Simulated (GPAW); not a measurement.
# Geometry or basis: what sets the conductance of a Cu chain with one B atom in line

How well does a Cu chain with one B atom in line conduct once its atoms have relaxed, and how much do cheaper levels lose?

Calculated with GPAW 26.7.0; GPAW LCAO, PAW setups; relaxation of the junction within the symmetry of its start, lead ends held, in the first sound run; inputs show where later runs differ.

This is a report of a sequence of runs, with most program output left out.

## Step 1: The structure

The cell holds 13 atoms: 12 Cu and 1 B. Its edges and angles: a = 9.000 Å, b = 9.000 Å, c = 29.125 Å, α = 90.0°, β = 90.0°, γ = 90.0°. Regions: left lead, 6 atoms (6 Cu); channel, 1 atom (1 B); right lead, 6 atoms (6 Cu). Vacuum lies along a and b. The structure is stacked along c, and the current runs across the ab planes.

## Step 2: Relaxation

Transmission follows bond lengths closely, so the atoms between the held lead ends are relaxed first, within whatever symmetry the start has.

File run.py:

```python
import json
from ase import Atoms
from ase.constraints import FixAtoms
from ase.optimize import BFGS
from gpaw import GPAW, FermiDirac

device = Atoms(
    ['Cu', 'Cu', 'Cu', 'Cu', 'Cu', 'Cu', 'B', 'Cu', 'Cu', 'Cu', 'Cu', 'Cu', 'Cu'],
    positions=[
        [4.50000, 4.50000, 1.15000],
        [4.50000, 4.50000, 3.45000],
        [4.50000, 4.50000, 5.75000],
        [4.50000, 4.50000, 8.05000],
        [4.50000, 4.50000, 10.35000],
        [4.50000, 4.50000, 12.65000],
        [4.50000, 4.50000, 14.56240],
        [4.50000, 4.50000, 16.47480],
        [4.50000, 4.50000, 18.77480],
        [4.50000, 4.50000, 21.07480],
        [4.50000, 4.50000, 23.37480],
        [4.50000, 4.50000, 25.67480],
        [4.50000, 4.50000, 27.97480]],
    cell=[[9.0, 0.0, 0.0], [0.0, 9.0, 0.0], [0.0, 0.0, 29.1248]],
    pbc=True)

device.set_constraint(FixAtoms([0, 1, 2, 3, 4, 8, 9, 10, 11, 12]))
device.calc = GPAW(mode='lcao', basis='dzp', xc='PBE', h=0.18,
                   kpts={'size': (1, 1, 3), 'gamma': True},
                   symmetry={'tolerance': 1e-3, 'extra_ids': [1, 1, 1, 1, 1, 0, 0, 0, 1, 1, 1, 1, 1]},
                   occupations=FermiDirac(0.1), maxiter=250,
                   mixer=dict(beta=0.1, nmaxold=8, weight=100.0),
                   convergence=dict(density=0.0001), txt='relax.txt')
path = []
opt = BFGS(device, maxstep=0.15)
opt.attach(lambda: path.append((device.get_potential_energy(), device.positions.tolist(), device.get_forces().tolist())))
relaxed = bool(opt.run(fmax=0.05, steps=50))
json.dump(dict(relaxed=relaxed, path=path, positions=device.positions.tolist(), moments=device.get_magnetic_moments().tolist(),
               forces=device.get_forces(apply_constraint=False).tolist()), open('result.json', 'w'))
```

On the command line:

```console
> OMP_NUM_THREADS=1 OPENBLAS_NUM_THREADS=1 python run.py
```

The job ended after 93 s (1 thread of Arm Neoverse V1, shared host; peak memory 1.2 GiB).

Step by step:

| step | energy less that of the first step (eV) | largest force (eV/Å) |
| --- | --- | --- |
| 1 | 0.0000 | 0.5995 |
| 2 | -0.0089 | 0.4640 |
| 3 | -0.0200 | 0.0727 |
| 4 | -0.0204 | 0.0092 |

The atoms that moved most (Å):

| atom | dx | dy | dz | length |
| --- | --- | --- | --- | --- |
| Cu8 | 0.000 | 0.000 | -0.034 | 0.034 |
| Cu6 | 0.000 | 0.000 | 0.034 | 0.034 |

The relaxation lowered the energy of the cell by 0.0204 eV (energies extrapolated to zero smearing; the optimiser's log prints free energies). The largest force left on a free atom is 0.0092 eV/Å.

## Step 3: GPAW, dzp

Localised orbitals split the wire into layers that couple to their neighbours alone, which is what the Green's function method needs; double zeta with polarisation is the usual level for numbers.

This step: GPAW LCAO, PAW setups; Landauer transmission from Green's functions with principal layers (ASE), zero bias (GPAW 26.7.0).

File run.py:

```python
import json
import numpy as np
from ase import Atoms
from ase.transport.calculators import TransportCalculator
from gpaw import GPAW, FermiDirac
from gpaw.lcao.tools import get_lcao_hamiltonian
from scipy.linalg import eigh

# The junction with lead layers at both ends, along the third cell vector
device = Atoms(
    ['Cu', 'Cu', 'Cu', 'Cu', 'Cu', 'Cu', 'B', 'Cu', 'Cu', 'Cu', 'Cu', 'Cu', 'Cu'],
    positions=[
        [4.50000, 4.50000, 1.15000],
        [4.50000, 4.50000, 3.45000],
        [4.50000, 4.50000, 5.75000],
        [4.50000, 4.50000, 8.05000],
        [4.50000, 4.50000, 10.35000],
        [4.50000, 4.50000, 12.68392],
        [4.50000, 4.50000, 14.56240],
        [4.50000, 4.50000, 16.44088],
        [4.50000, 4.50000, 18.77480],
        [4.50000, 4.50000, 21.07480],
        [4.50000, 4.50000, 23.37480],
        [4.50000, 4.50000, 25.67480],
        [4.50000, 4.50000, 27.97480]],
    cell=[[9.0, 0.0, 0.0], [0.0, 9.0, 0.0], [0.0, 0.0, 29.1248]],
    pbc=True)

# One principal layer of the lead: the first 3 atoms of the device
lead = Atoms(
    ['Cu', 'Cu', 'Cu'],
    positions=[
        [4.50000, 4.50000, 1.15000],
        [4.50000, 4.50000, 3.45000],
        [4.50000, 4.50000, 5.75000]],
    cell=[[9.0, 0.0, 0.0], [0.0, 9.0, 0.0], [0.0, 0.0, 6.9]],
    pbc=True)

settings = dict(mode='lcao', basis='dzp', xc='PBE', h=0.2,
                occupations=FermiDirac(0.1), maxiter=250,
                mixer=dict(beta=0.1, nmaxold=8, weight=100.0),
                convergence=dict(density=0.0001))
energies = np.arange(-2, 2 + 1e-9, 0.025)
eta = 0.0001
n1, n2 = 1, 1
# k and -k transmit alike, so half of the mesh across the current serves
mesh = [(i, j) for i in range(n1) for j in range(n2) if (i, j) <= (-i % n1, -j % n2)]
weights = np.array([1 if (i, j) == (-i % n1, -j % n2) else 2 for i, j in mesh]) / (n1 * n2)

# [... helper functions left out ...]
fermi_lead = ground_state(lead, (1, 1, 16), 'lead.txt')
fermi_device = ground_state(device, (1, 1, 3), 'device.txt')
# [... loop over the mesh left out, but for ...]
        # Shift the lead onto the potential of the device's first layer
        shift = ((H[:, 0, 0] - H0[:, 0, 0]) / S0[0, 0]).real.mean()
# [...]
kT = 8.617333e-5 * 300
bias = [0.1, 0.2, 0.5, 1.0, 1.5, 2.0]
# [... integrals and printing left out ...]
```

Elapsed: 43 s, on 1 thread; peak memory 0.89 GiB.

This step gave:

* conductance: 0.7324 G₀
* largest coupling past the next principal layer: 4.59e-5 eV
* largest misfit of the first principal layer: 0.02732 eV
* shift that aligns the lead: -0.005445 eV
* basis functions of the junction: 193
* basis functions of a principal layer: 45
* transmission at the Fermi level (one spin): 0.7330

One spin. The transmission, zone mean by energy, zero at the Fermi level:

| energy (eV) | transmission, zone mean |
| --- | --- |
| -2.000 | 3.9e-5 |
| -1.900 | 2.3e-4 |
| -1.800 | 0.0154 |
| -1.700 | 0.185 |
| -1.600 | 0.907 |
| -1.575 | 0.999 |
| -1.500 | 0.862 |
| -1.400 | 0.642 |
| -1.300 | 0.552 |
| -1.200 | 0.707 |
| -1.100 | 0.817 |
| -1.000 | 0.853 |
| -0.900 | 0.810 |
| -0.800 | 0.740 |
| -0.700 | 0.708 |
| -0.600 | 0.733 |
| -0.500 | 0.781 |
| -0.400 | 0.808 |
| -0.375 | 0.809 |
| -0.300 | 0.801 |
| -0.200 | 0.805 |
| -0.100 | 0.763 |
| 0.000 | 0.733 |
| 0.100 | 0.698 |
| 0.200 | 0.661 |
| 0.300 | 0.625 |
| 0.400 | 0.589 |
| 0.500 | 0.556 |
| 0.600 | 0.525 |
| 0.700 | 0.495 |
| 0.800 | 0.470 |
| 0.900 | 0.445 |
| 1.000 | 0.422 |
| 1.100 | 0.401 |
| 1.200 | 0.381 |
| 1.300 | 0.362 |
| 1.400 | 0.345 |
| 1.500 | 0.328 |
| 1.600 | 0.312 |
| 1.700 | 0.296 |
| 1.800 | 0.281 |
| 1.900 | 0.267 |
| 2.000 | 0.252 |

Not self-consistent under bias; the bias window is split evenly. Current through one cell, from the zero-bias transmission against bias:

| bias (V) | current through one cell, from the zero-bias transmission (μA) |
| --- | --- |
| 0.100 | 5.67 |
| 0.200 | 11.3 |
| 0.500 | 28.3 |
| 1.000 | 55.3 |
| 1.500 | 79.6 |
| 2.000 | 104 |

Table of transmission of the three most open eigenchannels by energy, zero at the Fermi level:

| energy (eV) | channel 1 | channel 2 = channel 3 |
| --- | --- | --- |
| -2.000 | 3.9e-5 | 0 |
| -1.900 | 2.3e-4 | 0 |
| -1.800 | 0.0154 | 0 |
| -1.700 | 0.183 | 6.0e-4 |
| -1.600 | 0.900 | 0.00342 |
| -1.500 | 0.846 | 0.00788 |
| -1.400 | 0.616 | 0.0130 |
| -1.300 | 0.522 | 0.0150 |
| -1.200 | 0.677 | 0.0149 |
| -1.100 | 0.785 | 0.0158 |
| -1.000 | 0.816 | 0.0188 |
| -0.900 | 0.763 | 0.0234 |
| -0.800 | 0.686 | 0.0267 |
| -0.700 | 0.655 | 0.0264 |
| -0.600 | 0.685 | 0.0238 |
| -0.500 | 0.737 | 0.0218 |
| -0.400 | 0.766 | 0.0210 |
| -0.300 | 0.761 | 0.0198 |
| -0.200 | 0.774 | 0.0153 |
| -0.100 | 0.763 | 3.1e-11 |
| 0.000 | 0.733 | 0 |
| 0.100 | 0.698 | 0 |
| 0.200 | 0.661 | 0 |
| 0.300 | 0.625 | 0 |
| 0.400 | 0.589 | 0 |
| 0.500 | 0.556 | 0 |
| 0.600 | 0.525 | 0 |
| 0.700 | 0.495 | 0 |
| 0.800 | 0.470 | 0 |
| 0.900 | 0.445 | 0 |
| 1.000 | 0.422 | 0 |
| 1.100 | 0.401 | 0 |
| 1.200 | 0.381 | 0 |
| 1.300 | 0.362 | 0 |
| 1.400 | 0.345 | 0 |
| 1.500 | 0.328 | 0 |
| 1.600 | 0.312 | 0 |
| 1.700 | 0.296 | 0 |
| 1.800 | 0.281 | 0 |
| 1.900 | 0.267 | 0 |
| 2.000 | 0.252 | 0 |

Couplings past the next layer reach 4.6e-5 eV, small enough to drop; the matrix elements of the cell's first layer differ from the bulk lead's by up to 0.027 eV. That layer keeps its own values in the calculation, and only beyond it is the lead taken as perfect. The Fermi levels of lead and junction count from different zeros of potential, one for each periodic cell; with both set to zero, the small remaining shift is what aligns them. By hand: G = 0.7324 × 77.48 μS = 56.7 μS, a resistance of 17.6 kΩ; at 0.1 V a linear junction would pass 5.67 μA, and the integral over the bias window gives 5.67 μA.

## Step 4: Single-zeta polarised basis

The second zeta is dropped, the polarisation orbitals stay.

run.py, as its differences from that of step 3:

```diff
@@ -38,3 +38,3 @@
 
-settings = dict(mode='lcao', basis='dzp', xc='PBE', h=0.2,
+settings = dict(mode='lcao', basis='szp(dzp)', xc='PBE', h=0.2,
                 occupations=FermiDirac(0.1), maxiter=250,
```

Run time: 40 s. Hardware: 1 thread; peak memory 0.88 GiB.

Numbers from this step:

| Property | Result |
| --- | --- |
| conductance | 0.6407 G₀ |
| largest coupling past the next principal layer | 4.61e-5 eV |
| largest misfit of the first principal layer | 0.02850 eV |
| shift that aligns the lead | -0.009913 eV |
| basis functions of the junction | 117 |
| basis functions of a principal layer | 27 |
| transmission at the Fermi level (one spin) | 0.6407 |

One spin. Transmission, zone mean against energy, zero at the Fermi level:

energy (eV), transmission, zone mean and a bar:
```
   -2.000      0.016 
   -1.900      0.103 ###
   -1.800      0.484 ##############
   -1.700      0.989 ##############################
   -1.675      0.995 ##############################
   -1.600      0.854 ##########################
   -1.500      0.671 ####################
   -1.400      0.577 #################
   -1.300      0.548 ################
   -1.200      0.671 ####################
   -1.100      0.729 ######################
   -1.050      0.738 ######################
   -1.000      0.729 ######################
   -0.900      0.668 ####################
   -0.800      0.609 ##################
   -0.700      0.601 ##################
   -0.600      0.642 ###################
   -0.500      0.696 #####################
   -0.400      0.721 ######################
   -0.300      0.719 ######################
   -0.200      0.740 ######################
   -0.100      0.675 ####################
    0.000      0.641 ###################
    0.100      0.604 ##################
    0.200      0.568 #################
    0.300      0.535 ################
    0.400      0.504 ###############
    0.500      0.475 ##############
    0.600      0.449 #############
    0.700      0.427 #############
    0.800      0.405 ############
    0.900      0.386 ###########
    1.000      0.368 ###########
    1.100      0.352 ##########
    1.200      0.337 ##########
    1.300      0.323 #########
    1.400      0.311 #########
    1.500      0.299 #########
    1.600      0.288 ########
    1.700      0.278 ########
    1.800      0.269 ########
    1.900      0.260 #######
    2.000      0.252 #######
```

Not self-consistent under bias; the bias window is split evenly. The current through one cell, from the zero-bias transmission by bias:

| bias (V) | current through one cell, from the zero-bias transmission (μA) |
| --- | --- |
| 0.100 | 4.96 |
| 0.200 | 9.94 |
| 0.500 | 25.0 |
| 1.000 | 48.7 |
| 1.500 | 69.7 |
| 2.000 | 90.0 |

Transmission of the three most open eigenchannels against energy, zero at the Fermi level:

| energy (eV) | channel 1 | channel 2 = channel 3 |
| --- | --- | --- |
| -2.000 | 0.0156 | 0 |
| -1.900 | 0.103 | 0 |
| -1.800 | 0.484 | 0 |
| -1.700 | 0.989 | 2.0e-4 |
| -1.600 | 0.852 | 0.00116 |
| -1.500 | 0.666 | 0.00259 |
| -1.400 | 0.568 | 0.00475 |
| -1.300 | 0.535 | 0.00635 |
| -1.200 | 0.657 | 0.00694 |
| -1.100 | 0.713 | 0.00784 |
| -1.000 | 0.709 | 0.0100 |
| -0.900 | 0.640 | 0.0137 |
| -0.800 | 0.574 | 0.0175 |
| -0.700 | 0.561 | 0.0197 |
| -0.600 | 0.601 | 0.0205 |
| -0.500 | 0.651 | 0.0220 |
| -0.400 | 0.672 | 0.0248 |
| -0.300 | 0.666 | 0.0264 |
| -0.200 | 0.692 | 0.0241 |
| -0.100 | 0.675 | 8.0e-10 |
| 0.000 | 0.641 | 0 |
| 0.100 | 0.604 | 0 |
| 0.200 | 0.568 | 0 |
| 0.300 | 0.535 | 0 |
| 0.400 | 0.504 | 0 |
| 0.500 | 0.475 | 0 |
| 0.600 | 0.449 | 0 |
| 0.700 | 0.427 | 0 |
| 0.800 | 0.405 | 0 |
| 0.900 | 0.386 | 0 |
| 1.000 | 0.368 | 0 |
| 1.100 | 0.352 | 0 |
| 1.200 | 0.337 | 0 |
| 1.300 | 0.323 | 0 |
| 1.400 | 0.311 | 0 |
| 1.500 | 0.299 | 0 |
| 1.600 | 0.288 | 0 |
| 1.700 | 0.278 | 0 |
| 1.800 | 0.269 | 0 |
| 1.900 | 0.260 | 0 |
| 2.000 | 0.252 | 0 |

The conductance, 0.641 G₀, lies 13 % below that of the dzp run.

## Step 5: Minimal basis

The minimal basis is the cheapest rung: no second zeta and no polarisation.

run.py, as its differences from that of step 4:

```diff
@@ -38,3 +38,3 @@
 
-settings = dict(mode='lcao', basis='szp(dzp)', xc='PBE', h=0.2,
+settings = dict(mode='lcao', basis='sz(dzp)', xc='PBE', h=0.2,
                 occupations=FermiDirac(0.1), maxiter=250,
```

The job ended after 33 s (1 thread; peak memory 0.84 GiB).

Numbers from this step:

| Property | Result |
| --- | --- |
| conductance | 0.4728 G₀ |
| largest coupling past the next principal layer | 4.64e-5 eV |
| largest misfit of the first principal layer | 0.02600 eV |
| shift that aligns the lead | -0.02769 eV |
| basis functions of the junction | 76 |
| basis functions of a principal layer | 18 |
| transmission at the Fermi level (one spin) | 0.4720 |

One spin. Transmission, zone mean against energy, zero at the Fermi level:

| energy (eV) | transmission, zone mean |
| --- | --- |
| -2.000 | 0.927 |
| -1.900 | 0.799 |
| -1.800 | 0.698 |
| -1.700 | 0.629 |
| -1.600 | 0.586 |
| -1.500 | 0.565 |
| -1.400 | 0.600 |
| -1.300 | 0.609 |
| -1.200 | 0.607 |
| -1.100 | 0.618 |
| -1.000 | 0.601 |
| -0.900 | 0.571 |
| -0.800 | 0.562 |
| -0.700 | 0.579 |
| -0.600 | 0.597 |
| -0.500 | 0.597 |
| -0.400 | 0.601 |
| -0.300 | 0.615 |
| -0.250 | 0.616 |
| -0.200 | 0.577 |
| -0.100 | 0.503 |
| 0.000 | 0.472 |
| 0.100 | 0.446 |
| 0.200 | 0.423 |
| 0.300 | 0.404 |
| 0.400 | 0.386 |
| 0.500 | 0.371 |
| 0.600 | 0.357 |
| 0.700 | 0.345 |
| 0.800 | 0.334 |
| 0.900 | 0.326 |
| 1.000 | 0.317 |
| 1.100 | 0.309 |
| 1.200 | 0.303 |
| 1.300 | 0.297 |
| 1.400 | 0.292 |
| 1.500 | 0.288 |
| 1.600 | 0.285 |
| 1.700 | 0.282 |
| 1.800 | 0.280 |
| 1.900 | 0.278 |
| 2.000 | 0.277 |

The conductance, 0.473 G₀, lies 35 % below that of the dzp run.

## Step 6: revPBE in the dzp basis: xc = "revPBE"

Back in the dzp basis, the functional changes from PBE to revPBE, to set the spread between functionals beside that between bases.

run.py, as its differences from that of step 5:

```diff
@@ -38,3 +38,3 @@
 
-settings = dict(mode='lcao', basis='sz(dzp)', xc='PBE', h=0.2,
+settings = dict(mode='lcao', basis='dzp', xc='revPBE', h=0.2,
                 occupations=FermiDirac(0.1), maxiter=250,
```

It took 42 s on 1 thread; peak memory 0.89 GiB.

This step gave:

* conductance: 0.7269 G₀
* largest coupling past the next principal layer: 4.95e-5 eV
* largest misfit of the first principal layer: 0.02790 eV
* shift that aligns the lead: -0.005209 eV
* basis functions of the junction: 193
* basis functions of a principal layer: 45
* transmission at the Fermi level (one spin): 0.7275

One spin. Transmission, zone mean against energy, zero at the Fermi level:

| energy (eV) | transmission, zone mean |
| --- | --- |
| -2.000 | 5.3e-5 |
| -1.800 | 0.0170 |
| -1.600 | 0.927 |
| -1.575 | 1.00 |
| -1.400 | 0.630 |
| -1.200 | 0.691 |
| -1.000 | 0.853 |
| -0.800 | 0.737 |
| -0.600 | 0.728 |
| -0.400 | 0.804 |
| -0.375 | 0.805 |
| -0.200 | 0.797 |
| 0.000 | 0.727 |
| 0.200 | 0.657 |
| 0.400 | 0.587 |
| 0.600 | 0.524 |
| 0.800 | 0.471 |
| 1.000 | 0.423 |
| 1.200 | 0.383 |
| 1.400 | 0.348 |
| 1.600 | 0.316 |
| 1.800 | 0.286 |
| 2.000 | 0.257 |

The conductance, 0.727 G₀, lies 0.7 % below that of the dzp run.

## Step 7: The structure as built: geometry = "as built"

The dzp basis with PBE on the structure as first built shows what the relaxation was worth.

run.py, as its differences from that of step 6:

```diff
@@ -17,5 +17,5 @@
         [4.50000, 4.50000, 10.35000],
-        [4.50000, 4.50000, 12.68392],
+        [4.50000, 4.50000, 12.65000],
         [4.50000, 4.50000, 14.56240],
-        [4.50000, 4.50000, 16.44088],
+        [4.50000, 4.50000, 16.47480],
         [4.50000, 4.50000, 18.77480],
@@ -38,3 +38,3 @@
 
-settings = dict(mode='lcao', basis='dzp', xc='revPBE', h=0.2,
+settings = dict(mode='lcao', basis='dzp', xc='PBE', h=0.2,
                 occupations=FermiDirac(0.1), maxiter=250,
```

Elapsed: 44 s, on 1 thread; peak memory 0.89 GiB.

Numbers from this step:

* conductance: 0.7424 G₀
* largest coupling past the next principal layer: 4.59e-5 eV
* largest misfit of the first principal layer: 0.02775 eV
* shift that aligns the lead: -0.004976 eV
* transmission at the Fermi level (one spin): 0.7429

The conductance, 0.742 G₀, lies 1.4 % above that of the dzp run.

## Step 8: All levels side by side

Times are for 1 thread of Arm Neoverse V1, shared host. The series side by side:

| no. | run | conductance (G₀) | time | memory (GiB) |
| --- | --- | --- | --- | --- |
| 1 | dzp | 0.7324 | 43 s | 0.89 |
| 2 | szp | 0.6407 | 40 s | 0.88 |
| 3 | sz | 0.4728 | 33 s | 0.84 |
| 4 | dzp revPBE | 0.7269 | 42 s | 0.89 |
| 5 | asbuilt | 0.7424 | 44 s | 0.89 |

## Step 9: The levels side by side

The curves are compared point by point over the common energies.

This step: comparison of transmission and cost over codes, levels and geometry (GPAW 26.7.0).

Ladder, by row:

| step | code | T at the Fermi level (sum over the listed spins) | conductance (G0) | r.m.s. T(E) from the first | wall time (s) | peak memory (GiB) | threads |
| --- | --- | --- | --- | --- | --- | --- | --- |
| dzp | GPAW | 0.733 | 0.7324 | 0 | 43.49 | 0.89 | 1 |
| szp | GPAW | 0.6407 | 0.6407 | 0.1657 | 40.1 | 0.88 | 1 |
| sz | GPAW | 0.472 | 0.4728 | 0.2679 | 32.68 | 0.84 | 1 |
| dzp-revPBE | GPAW | 0.7275 | 0.7269 | 0.007488 | 42.14 | 0.89 | 1 |
| asbuilt | GPAW | 0.7429 | 0.7424 | 0.06039 | 43.72 | 0.89 | 1 |

Transmission, zone mean, sum over the listed spins against energy, zero at the Fermi level:

| energy (eV) | dzp | szp | sz | dzp-revPBE | asbuilt |
| --- | --- | --- | --- | --- | --- |
| -2.000 | 3.9e-5 | 0.0156 | 0.927 | 5.3e-5 | 0.00210 |
| -1.800 | 0.0154 | 0.484 | 0.698 | 0.0170 | 3.6e-4 |
| -1.675 | 0.313 | 0.995 | 0.616 | 0.334 | 0.0787 |
| -1.600 | 0.907 | 0.854 | 0.586 | 0.927 | 0.545 |
| -1.575 | 0.999 | 0.799 | 0.579 | 1.00 | 0.816 |
| -1.400 | 0.642 | 0.577 | 0.600 | 0.630 | 0.648 |
| -1.200 | 0.707 | 0.671 | 0.607 | 0.691 | 0.721 |
| -1.000 | 0.853 | 0.729 | 0.601 | 0.853 | 0.883 |
| -0.800 | 0.740 | 0.609 | 0.562 | 0.737 | 0.777 |
| -0.600 | 0.733 | 0.642 | 0.597 | 0.728 | 0.765 |
| -0.400 | 0.808 | 0.721 | 0.601 | 0.804 | 0.833 |
| -0.375 | 0.809 | 0.723 | 0.607 | 0.805 | 0.834 |
| -0.200 | 0.805 | 0.740 | 0.577 | 0.797 | 0.825 |
| 0.000 | 0.733 | 0.641 | 0.472 | 0.727 | 0.743 |
| 0.200 | 0.661 | 0.568 | 0.423 | 0.657 | 0.667 |
| 0.400 | 0.589 | 0.504 | 0.386 | 0.587 | 0.592 |
| 0.600 | 0.525 | 0.449 | 0.357 | 0.524 | 0.525 |
| 0.800 | 0.470 | 0.405 | 0.334 | 0.471 | 0.469 |
| 1.000 | 0.422 | 0.368 | 0.317 | 0.423 | 0.419 |
| 1.200 | 0.381 | 0.337 | 0.303 | 0.383 | 0.378 |
| 1.400 | 0.345 | 0.311 | 0.292 | 0.348 | 0.342 |
| 1.600 | 0.312 | 0.288 | 0.285 | 0.316 | 0.309 |
| 1.800 | 0.281 | 0.269 | 0.280 | 0.286 | 0.278 |
| 2.000 | 0.252 | 0.252 | 0.277 | 0.257 | 0.250 |

(Part 1 of 2 ends here.)

[Logs are printed without paths, hosts, clocks, repeated set-up lines and the standing remarks that a program may print on its own settings, such as how far it seeks lower states.]

[Hosts, paths, dates, database ids (printed as entryN), source tags and the programs' standing remarks are cut or masked in the printed files.]
